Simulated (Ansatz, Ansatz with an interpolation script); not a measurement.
# Settings in Wannier-interpolated G0W0: VCu3S4 (Sulvanite)

Wanted: errors and cost of interpolated bands of VCu3S4 (Sulvanite) under coarser or faulty settings.

Method: maximally localised Wannier functions, LDA, plane waves, PAW; PAW set soft_1, in Ansatz 0.2.0.

In doubt: one-shot GW on d or f shells is unsure (steps 5, 6), so the values of those runs are not to be relied on.

### 1. Set-up

It takes space group P-43m (No. 215, cubic). The conventional cell has a = 5.391 Å, b = 5.391 Å, c = 5.391 Å, α = 90.00°, β = 90.00°, γ = 90.00°. V has 4 S at 2.21 Å nearest. Nearest to Cu lie 4 S at 2.30 Å. Nearest to S lie 1 V at 2.21 Å and 3 Cu at 2.30 Å. Farther neighbours and most contacts between anions are not listed.

The cell and positions come from the Crystallography Open Database and are kept as given unless a step says otherwise.

### 2. Wannier model on 8×8×8

Localised functions give a small Hamiltonian that interpolates between mesh points at no cost.

Input file input.yaml:

```yaml
crystal:
  lattice:
    - [5.3912, 0.0, 0.0]
    - [0.0, 5.3912, 0.0]
    - [0.0, 0.0, 5.3912]
  atoms:
    - { symbol: V, position: [0.0, 0.0, 0.0] }
    - { symbol: Cu, position: [0.5, 0.0, 0.0] }
    - { symbol: Cu, position: [0.0, 0.5, 0.0] }
    - { symbol: Cu, position: [0.0, 0.0, 0.5] }
    - { symbol: S, position: [0.2372, 0.2372, 0.2372] }
    - { symbol: S, position: [0.2372, 0.7628, 0.7628] }
    - { symbol: S, position: [0.7628, 0.7628, 0.2372] }
    - { symbol: S, position: [0.7628, 0.2372, 0.7628] }
kpoints:
  mp_grid: { grid: [4, 4, 4] }
hamiltonian:
  xc: lda
  pseudopotentials: { kind: paw, azcp: { folder: soft_1 }, xc_functional: pbe }
scf:
  occupations: { method: fixed }
  n_extra_bands: 83
output:
  wannier:
    kmesh: [8, 8, 8]
    projections:
      - { species: Cu, l: d, shell: 3 }
      - { species: S, l: p, shell: 3 }
      - { species: V, l: d, shell: 3 }
    minimise: true
    write_hr: true
    seedname: w
    conv_tol: 1.0e-06
    max_iter: 20000
    stability_check: false
    disentanglement:
      window: [0.75, 11.64]
      frozen_window: [0.75, 8.64]
      conv_tol: 1.0e-08
```

Started as:

```sh
> ansatz run input.yaml --threads 2 --pin off --max-ram 92160MiB --backend cuda --events-out ev --progress --plain --runs-dir out --devices 1 --max-vram 13GiB
```

Numbers of over 12 decimals in the logs are rounded to 6 here.

The log of the run:

```text
scf.n_extra_bands = 83 over 47 filled bands (N_el = 94.0): the run solves 130 bands
GPUs: using 1 of 1 available (devices: 1).
Engine: ansatz 0.2.0, x86_64-unknown-linux-gnu
Pseudopotentials: kind: paw
Pseudopotential: V, paw, valence charge 13, recommended cutoff 420 eV (normal), soft_1/V.paw.azcp
Pseudopotential: Cu, paw, valence charge 19, recommended cutoff 420 eV (normal), soft_1/Cu.paw.azcp
Pseudopotential: S, paw, valence charge 6, recommended cutoff 420 eV (normal), soft_1/S.paw.azcp
Functional definition: SPW92
  exchange = slater_x
  correlation = pw_c
device memory: the entry about to start is reckoned to put 3.3 GiB on a device that reports 33.2 GiB free (of which the cap on the GPU budget leaves the run 13.0 GiB)
GPU FFT provider: cuFFT
GPU libraries: cuBLAS 13.8.2, cuFFT 12.4.0, cuSOLVER 12.3.4
Crystal: 8 atoms, lattice volume = 156.695 Å³
Basis set: ecut = 420 eV, 3071 PW (Γ)
Bands: 130, of which v1, the nominal top of the filled ones, is band 47 counted from 1 (46 counted from 0)
Symmetry: 24 space group operations
Space group: P-43m (ITA 215), of the structure as read, at distance tolerance 5.4e-5 Å
k-points: 10 of 64 (time reversal used)
Non-local potential: V, projectors of the file, l = 0: 3, l = 1: 2, l = 2: 3, l = 3: 1
Non-local potential: Cu, projectors of the file, l = 0: 3, l = 1: 2, l = 2: 3, l = 3: 1
Non-local potential: S, projectors of the file, l = 0: 2, l = 1: 2, l = 2: 1
PAW form: soft (Blöchl's): semilocal exchange-correlation on the pseudo side does not see the compensation charge
PAW frozen core: V, regenerated for the run's functional, and the local potential with it (the file was generated under x = pbe(κ = 0.804, μ = 0.219515), c = pbe(β = 0.066725))
PAW frozen core: Cu, regenerated for the run's functional, and the local potential with it (the file was generated under x = pbe(κ = 0.804, μ = 0.219515), c = pbe(β = 0.066725))
PAW frozen core: S, regenerated for the run's functional, and the local potential with it (the file was generated under x = pbe(κ = 0.804, μ = 0.219515), c = pbe(β = 0.066725))
PAW one-centre angular grid: V, 590 points (default); XC on 64 Gauss nodes
PAW one-centre angular grid: Cu, 590 points (default); XC on 64 Gauss nodes
PAW one-centre angular grid: S, 110 points (default); XC on 64 Gauss nodes
Initial density: superposition of atomic densities (chi_scale 0.1, normalization cell, long waves kept (reshape's long-wave potential 0.03 eV rms))
Initial wavefunctions: pseudopotential atomic-orbital guess
GPU buffer pool allocated for 64000 grid points (all kernels)
GPU transforms: local potential and band sums: pruned to the plane-wave sphere, on 40×40×40
Functional: x = slater, c = lda
[...]
SCF iter   8: F=—  HF=-26010.547417 eV  |F-HF|=—  |Δ(HF+E_count)|=   2.96e-2  Δρ=1.98e-3  dr2=8.64e-3  ethr=3.99e-4  ⟨swp⟩=2.0  Hψ=939  notcnv=0  defer=807
SCF iter   9: F=—  HF=-26010.547245 eV  |F-HF|=—  |Δ(HF+E_count)|=   1.73e-4  Δρ=6.70e-4  dr2=6.74e-4  ethr=9.20e-6  ⟨swp⟩=2.0  Hψ=570  notcnv=0  defer=809
SCF iter  10: F=—  HF=-26010.547012 eV  |F-HF|=—  |Δ(HF+E_count)|=   2.32e-4  Δρ=1.15e-3  dr2=2.92e-3  ethr=7.17e-7  ⟨swp⟩=2.0  Hψ=755  notcnv=0  defer=806
SCF iter  11: F=—  HF=-26010.546900 eV  |F-HF|=—  |Δ(HF+E_count)|=   1.13e-4  Δρ=1.95e-4  dr2=7.74e-5  ethr=7.17e-7  ⟨swp⟩=2.0  Hψ=663  notcnv=0  defer=806
SCF iter  12: F=—  HF=-26010.546592 eV  |F-HF|=—  |Δ(HF+E_count)|=   3.08e-4  Δρ=1.02e-5  dr2=9.22e-8  ethr=1.06e-10  ⟨swp⟩=13.4  Hψ=10687  notcnv=0
SCF iter  13: F=-26010.546592 eV  HF=-26010.546592 eV  |F-HF|=9.65e-8  |Δ(HF+E_count)|=  4.07e-10  Δρ=7.50e-6  dr2=9.92e-8  ethr=9.81e-11  ⟨swp⟩=1.0  Hψ=2214  notcnv=0
SCF 1 converged in 13 iterations: F = -26010.546592 eV  dr2 = 9.92e-8
[...]
device memory: the entry about to start is reckoned to put 4.0 GiB (of the 4.0 GiB reckoned in all, the device holds 0.1 GiB already) on a device that reports 33.1 GiB free (of which the cap on the GPU budget leaves the run 12.9 GiB)
NSCF: frozen V_eff on 10 k-points
[...]
device memory: the entry about to start is reckoned to put 3.0 GiB on a device that reports 33.6 GiB free (of which the cap on the GPU budget leaves the run 13.0 GiB)
NSCF: frozen V_eff on 38 k-points
the Wannier pass solved 38 of the 512 points of its mesh, and has the states at the others by symmetry: states obtained by the crystal's operations at points that were solved too leave a residual of 5.10e-13 eV (read by the count's bands and the next), within 6.67e-6 eV
SCF converged after 13 iterations
Free energy (F): -26010.546592 eV
Harris-Foulkes:  -26010.546592 eV  (|F-HF|=9.65e-8)
Internal energy: -26010.546592 eV  (E = F + TS)
E sigma→0 (E₀):  -26010.546592 eV
Fermi energy:    6.854072 eV
--- Per-component energies (eV) ---
  E_band       = -1893.098354
  E_kinetic    = 1502.649844
  E_local      = -22773.789389  (includes V_loc(G=0)·N_el)
  E_nonlocal   = 2912.391051
  E_hartree    = 9843.952067
  E_xc         = -671.072026
  E_vxc        = -741.555518  (∫ρ·V_xc dr)
  E_paw        = -8618.305919  (= ΣΔE_a)
  E_vpaw       = -2480.719961  (= ΣTr[D̂ρ^β])
  E_aug_tail   = 0.003583  (compensation charges beyond the density's cutoff)
  E_ewald      = -8208.683728
  E_core_change = 2.307924  (= ΣΔE_core)
  E_smearing   = -0.000000  (= −TS)
  E_closure    = -0.000000  (closes the sum)
  Σ components = -26010.546592   (vs F -26010.546592, Δ=0.00e0)
--- Band table (eV; the first three rows and the last of 10) ---
  k-point 0: bands = [... 43 lower, 5.3622, 6.2099, 6.2099, 6.2099, 7.9601, 7.9601, 8.6623, 8.6623, ... 79 higher]
  k-point 1: bands = [... 43 lower, 5.3615, 5.8888, 6.2443, 6.2443, 7.9256, 8.0477, 8.4011, 8.6699, ... 79 higher]
  k-point 2: bands = [... 43 lower, 5.4886, 5.5013, 6.2689, 6.2689, 7.8400, 8.1209, 8.4005, 8.6500, ... 79 higher]
  k-point 9: bands = [... 43 lower, 4.9480, 6.8541, 6.8541, 6.8541, 8.3890, 8.3890, 8.9929, 8.9929, ... 79 higher]
Wannier search: line search 1 of at most 20000: gauge-dependent spread (as the search counts it) 3.1804431 Å², largest recent change 2.6e-1 Å² against conv_tol 1.0e-6 Å², 0 stops escaped
```

Elapsed: 30 s, on 1 × NVIDIA H100 80GB HBM3 (shared by 6 runs) with 2 threads of AMD EPYC 7R13 (Zen 3), shared host; peak memory 1.9 GiB; 30 s of CPU time.

This step gave:

| Property | Result |
| --- | --- |
| gauge-invariant spread | 35.15 Å² |
| diagonal spread | 0.002078 Å² |
| off-diagonal spread | 2.636 Å² |
| total spread | 37.79 Å² |
| least projectability | 0.6939 |
| localisation steps | 63 |
| disentanglement steps | 51 |
| r.m.s. interpolation error | 1.58e-4 eV |
| r.m.s. error near the gap | 2.72e-4 eV |

Near the gap the model misses directly solved bands by 0.3 meV r.m.s. and by 5 meV at most in the window tested. This tests the starting bands, not the corrections carried with them.

### 3. Wannier model on 4×4×4

Changes to input.yaml since step 2:

```diff
@@ -24,3 +24,3 @@
   wannier:
-    kmesh: [8, 8, 8]
+    kmesh: [4, 4, 4]
     projections:
```

The log of the run:

```text
[...]
GPUs: using 1 of 1 available (devices: 1).
[...]
GPU FFT provider: cuFFT
GPU libraries: cuBLAS 13.8.2, cuFFT 12.4.0, cuSOLVER 12.3.4
Crystal: 8 atoms, lattice volume = 156.695 Å³
Basis set: ecut = 420 eV, 3071 PW (Γ)
Bands: 130, of which v1, the nominal top of the filled ones, is band 47 counted from 1 (46 counted from 0)
Symmetry: 24 space group operations
[...]
k-points: 10 of 64 (time reversal used)
[...]
GPU buffer pool allocated for 64000 grid points (all kernels)
[...]
SCF iter   1: F=—  HF=-26019.486170 eV  |F-HF|=—  |Δ(HF+E_count)|=         —  Δρ=2.82e-1  dr2=1.65e2  ethr=3.10e-3  ⟨swp⟩=4.3  Hψ=4537  notcnv=0  defer=784
[...]
SCF iter  13: F=-26010.546592 eV  HF=-26010.546592 eV  |F-HF|=9.65e-8  |Δ(HF+E_count)|=  4.07e-10  Δρ=7.50e-6  dr2=9.92e-8  ethr=9.81e-11  ⟨swp⟩=1.0  Hψ=2214  notcnv=0
SCF 1 converged in 13 iterations: F = -26010.546592 eV  dr2 = 9.92e-8
[...]
NSCF: frozen V_eff on 10 k-points
[...]
SCF converged after 13 iterations
Free energy (F): -26010.546592 eV
[...]
Internal energy: -26010.546592 eV  (E = F + TS)
E sigma→0 (E₀):  -26010.546592 eV
Fermi energy:    6.854072 eV
[...]
--- Band table (eV; the first three rows and the last of 10) ---
  k-point 0: bands = [... 43 lower, 5.3622, 6.2099, 6.2099, 6.2099, 7.9601, 7.9601, 8.6623, 8.6623, ... 79 higher]
  k-point 1: bands = [... 43 lower, 5.3615, 5.8888, 6.2443, 6.2443, 7.9256, 8.0477, 8.4011, 8.6699, ... 79 higher]
  k-point 2: bands = [... 43 lower, 5.4886, 5.5013, 6.2689, 6.2689, 7.8400, 8.1209, 8.4005, 8.6500, ... 79 higher]
  k-point 9: bands = [... 43 lower, 4.9480, 6.8541, 6.8541, 6.8541, 8.3890, 8.3890, 8.9929, 8.9929, ... 79 higher]
[...]
```

Wall time 14 s (1 × NVIDIA H100 80GB HBM3 (shared by 6 runs) with 2 threads); peak memory 1.1 GiB.

Numbers from this step:

```
gauge-invariant spread     : 33.87 Å²
diagonal spread            : 0.001649 Å²
off-diagonal spread        : 2.631 Å²
total spread               : 36.50 Å²
least projectability       : 0.7143
localisation steps         : 25
disentanglement steps      : 21
r.m.s. interpolation error : 0.001826 eV
r.m.s. error near the gap  : 0.003070 eV
```

Near the gap the model misses directly solved bands by 3.1 meV r.m.s. and by 46 meV at most in the window tested. This tests the starting bands, not the corrections carried with them.

Frozen up to 1.79 eV; above it the model need not follow the bands. The electronic bands at the labelled points (eV, zero at the valence-band top; v1 is the highest filled band, c1 the lowest empty one):

```
    point     v4     v3     v2     v1    c1    c2    c3    c4
        Γ  -1.49  -0.64  -0.64  -0.64  1.11  1.11  1.81  1.81
  halfway  -1.49  -0.97  -0.61  -0.61  1.07  1.19  1.55  1.82
        X  -1.37  -1.35  -0.59  -0.59  0.99  1.27  1.55  1.80
  halfway  -1.48  -1.02  -0.77  -0.52  1.15  1.35  1.55  1.80
        M  -1.69  -0.94  -0.94  -0.17  1.22  1.41  1.59  1.98
  halfway  -1.26  -1.12  -0.76  -0.54  1.16  1.24  1.54  1.72
        Γ  -1.49  -0.64  -0.64  -0.64  1.11  1.11  1.81  1.81
  halfway  -1.57  -0.80  -0.57  -0.57  1.31  1.31  1.52  1.95
        R  -1.91   0.00   0.00   0.00  1.53  1.53  2.18  2.18
  halfway  -1.52  -0.66  -0.52  -0.48  1.32  1.34  1.70  1.95
        X  -1.37  -1.35  -0.59  -0.59  0.99  1.27  1.55  1.80
jump to R  -1.91   0.00   0.00   0.00  1.53  1.53  2.18  2.18
  halfway  -1.69  -0.48  -0.48  -0.08  1.27  1.56  1.81  2.09
        M  -1.69  -0.94  -0.94  -0.17  1.22  1.41  1.59  1.98
```

The same for Kohn-Sham, solved directly:

```
point     v4     v3     v2     v1    c1    c2    c3    c4
    Γ  -1.49  -0.64  -0.64  -0.64  1.11  1.11  1.81  1.81
    X  -1.37  -1.35  -0.59  -0.59  0.99  1.27  1.55  1.80
    M  -1.69  -0.94  -0.94  -0.17  1.22  1.41  1.59  1.98
    Γ  -1.49  -0.64  -0.64  -0.64  1.11  1.11  1.81  1.81
    R  -1.91   0.00   0.00   0.00  1.53  1.53  2.14  2.14
    X  -1.37  -1.35  -0.59  -0.59  0.99  1.27  1.55  1.80
    R  -1.91   0.00   0.00   0.00  1.53  1.53  2.14  2.14
    M  -1.69  -0.94  -0.94  -0.17  1.22  1.41  1.59  1.98
```

### 4. A faulty Wannier input

Changes to input.yaml since step 3:

```diff
@@ -37,3 +37,3 @@
       window: [0.75, 11.64]
-      frozen_window: [0.75, 8.64]
+      frozen_window: [0.75, 11.14]
       conv_tol: 1.0e-08
```

The log of the run:

```text
scf.n_extra_bands = 83 over 47 filled bands (N_el = 94.0): the run solves 130 bands
GPUs: using 1 of 1 available (devices: 1).
Engine: ansatz 0.2.0, x86_64-unknown-linux-gnu
Pseudopotentials: kind: paw
Pseudopotential: V, paw, valence charge 13, recommended cutoff 420 eV (normal), soft_1/V.paw.azcp
Pseudopotential: Cu, paw, valence charge 19, recommended cutoff 420 eV (normal), soft_1/Cu.paw.azcp
Pseudopotential: S, paw, valence charge 6, recommended cutoff 420 eV (normal), soft_1/S.paw.azcp
Functional definition: SPW92
  exchange = slater_x
  correlation = pw_c
device memory: the entry about to start is reckoned to put 3.3 GiB on a device that reports 61.6 GiB free (of which the cap on the GPU budget leaves the run 13.0 GiB)
GPU FFT provider: cuFFT
GPU libraries: cuBLAS 13.8.2, cuFFT 12.4.0, cuSOLVER 12.3.4
Crystal: 8 atoms, lattice volume = 156.695 Å³
Basis set: ecut = 420 eV, 3071 PW (Γ)
Bands: 130, of which v1, the nominal top of the filled ones, is band 47 counted from 1 (46 counted from 0)
Symmetry: 24 space group operations
Space group: P-43m (ITA 215), of the structure as read, at distance tolerance 5.4e-5 Å
k-points: 10 of 64 (time reversal used)
Non-local potential: V, projectors of the file, l = 0: 3, l = 1: 2, l = 2: 3, l = 3: 1
Non-local potential: Cu, projectors of the file, l = 0: 3, l = 1: 2, l = 2: 3, l = 3: 1
Non-local potential: S, projectors of the file, l = 0: 2, l = 1: 2, l = 2: 1
PAW form: soft (Blöchl's): semilocal exchange-correlation on the pseudo side does not see the compensation charge
[...]
NSCF: frozen V_eff on 12 k-points
the Wannier pass solved 12 of the 64 points of its mesh, and has the states at the others by symmetry: states obtained by the crystal's operations at points that were solved too leave a residual of 5.18e-13 eV (read by the count's bands and the next), within 6.67e-6 eV
SCF converged after 13 iterations
Free energy (F): -26010.546592 eV
Harris-Foulkes:  -26010.546592 eV  (|F-HF|=9.65e-8)
Internal energy: -26010.546592 eV  (E = F + TS)
E sigma→0 (E₀):  -26010.546592 eV
Fermi energy:    6.854072 eV
--- Per-component energies (eV) ---
  E_band       = -1893.098354
  E_kinetic    = 1502.649844
  E_local      = -22773.789389  (includes V_loc(G=0)·N_el)
  E_nonlocal   = 2912.391051
  E_hartree    = 9843.952067
  E_xc         = -671.072026
  E_vxc        = -741.555518  (∫ρ·V_xc dr)
  E_paw        = -8618.305919  (= ΣΔE_a)
  E_vpaw       = -2480.719961  (= ΣTr[D̂ρ^β])
  E_aug_tail   = 0.003583  (compensation charges beyond the density's cutoff)
  E_ewald      = -8208.683728
  E_core_change = 2.307924  (= ΣΔE_core)
  E_smearing   = -0.000000  (= −TS)
  E_closure    = -0.000000  (closes the sum)
  Σ components = -26010.546592   (vs F -26010.546592, Δ=0.00e0)
--- Band table (eV; the first three rows and the last of 10) ---
  k-point 0: bands = [... 43 lower, 5.3622, 6.2099, 6.2099, 6.2099, 7.9601, 7.9601, 8.6623, 8.6623, ... 79 higher]
  k-point 1: bands = [... 43 lower, 5.3615, 5.8888, 6.2443, 6.2443, 7.9256, 8.0477, 8.4011, 8.6699, ... 79 higher]
  k-point 2: bands = [... 43 lower, 5.4886, 5.5013, 6.2689, 6.2689, 7.8400, 8.1209, 8.4005, 8.6500, ... 79 higher]
  k-point 9: bands = [... 43 lower, 4.9480, 6.8541, 6.8541, 6.8541, 8.3890, 8.3890, 8.9929, 8.9929, ... 79 higher]
WARN: one of the run's output files is refused, and neither it nor the files that depend on it are written in full: <dir> frozen window holds 33 > num_wann = 32 bands at ik = 0 (ik counts from 0, the k-points of the .win, .mmn and .eig files from 1)
```

Elapsed: 13 s, on 1 × NVIDIA H100 80GB HBM3 (shared by 6 runs) with 2 threads; peak memory 1.1 GiB.

The run ended with an error after its SCF cycle had converged; no result of it is taken.

The fault put into this input: a frozen window with more states than functions.

### 5. G0W0: 4×4×4 mesh, 653 empty bands, screening to 150 eV, PAW set soft_1 files

Now the one-shot GW correction: screening in the RPA, then the self-energy of the levels asked for.

This step: G0W0 on LDA, plane waves, PAW; PAW set soft_1.

input.yaml, the sections that differ from step 4:

```yaml
scf:
  occupations: { method: fixed }
gw:
  n_empty_bands: 653
  ecut_chi: 150.0
  qp_bands: [v27, c5]
  screening: { model: contour_deformation }
# crystal, kpoints, hamiltonian: as in step 4
# output: removed
```

The log of the run:

```text
GPUs: using 1 of 1 available (devices: 1).
[...]
GPU FFT provider: cuFFT
GPU libraries: cuBLAS 13.8.2, cuFFT 12.4.0, cuSOLVER 12.3.4
Crystal: 8 atoms, lattice volume = 156.695 Å³
Basis set: ecut = 420 eV, 3071 PW (Γ)
Bands: 57, of which v1, the nominal top of the filled ones, is band 47 counted from 1 (46 counted from 0)
Symmetry: 24 space group operations
[...]
k-points: 10 of 64 (time reversal used)
[...]
9    38      4.4266   -45.8556     9.5592   -36.3451  0.5766     4.4753     4.4754  root ?
[...]
9    49      8.3890   -17.7079    -4.9671   -23.4263  0.6663     9.1695     9.1403  root
     9    50      8.9929   -16.1324    -4.8310   -21.6934  0.6746     9.7529     9.7229  root
     9    51      8.9929   -16.1324    -4.8310   -21.6934  0.6746     9.7529     9.7229  root
     9    52      8.9929   -16.1324    -4.8310   -21.6934  0.6746     9.7529     9.7229  root
[key lines of the parts left out:]
SCF converged after 14 iterations
Free energy (F): -26010.546592 eV
Fermi energy:    6.854053 eV
```

The job ended after 89 s (1 × NVIDIA H100 80GB HBM3 (shared by 6 runs) with 2 threads; peak memory 2.1 GiB).

The G0W0 gap on the mesh is 2.083 eV.

### 6. G0W0: 2×2×2 mesh, 653 empty bands, screening to 150 eV, PAW set soft_1 files

Changes to input.yaml since step 5:

```diff
@@ -15,3 +15,3 @@
 kpoints:
-  mp_grid: { grid: [4, 4, 4] }
+  mp_grid: { grid: [2, 2, 2] }
 hamiltonian:
```

The log of the run:

```text
GPUs: using 1 of 1 available (devices: 1).
[...]
GPU FFT provider: cuFFT
GPU libraries: cuBLAS 13.8.2, cuFFT 12.4.0, cuSOLVER 12.3.4
Crystal: 8 atoms, lattice volume = 156.695 Å³
Basis set: ecut = 420 eV, 3071 PW (Γ)
Bands: 57, of which v1, the nominal top of the filled ones, is band 47 counted from 1 (46 counted from 0)
Symmetry: 24 space group operations
[...]
k-points: 4 of 8
[...]
3    38      4.4283   -45.8672     9.5628   -36.3436  0.5791     4.4674     4.4676  root ?
[...]
3    49      8.3796   -17.6722    -4.9975   -23.4370  0.6703     9.1724     9.1470  root
     3    50      8.9827   -16.1112    -4.8649   -21.7237  0.6775     9.7554     9.7303  root
     3    51      8.9827   -16.1112    -4.8649   -21.7237  0.6775     9.7554     9.7303  root
     3    52      8.9827   -16.1112    -4.8649   -21.7237  0.6775     9.7554     9.7303  root
[key lines of the parts left out:]
SCF converged after 14 iterations
Free energy (F): -26010.457343 eV
Fermi energy:    6.861745 eV
```

It took 17 s on 1 × NVIDIA H100 80GB HBM3 (shared by 6 runs) with 2 threads; peak memory 1.5 GiB.

The G0W0 gap on the mesh is 2.079 eV.

[end of part 1 of 2]

[Paths, hosts, dates, memory and timing lines, banners, echoed tables and standing remarks are left out of the program output.]

[Logs are printed without paths, hosts, clocks, repeated set-up lines and the standing remarks that a program may print on its own settings, such as how far it seeks lower states.]

[Runs of the session that timed out or met a known fault of the program may be left out.]

[Hosts, paths, dates, database ids (printed as entryN), source tags and the programs' standing remarks are cut or masked in the printed files.]
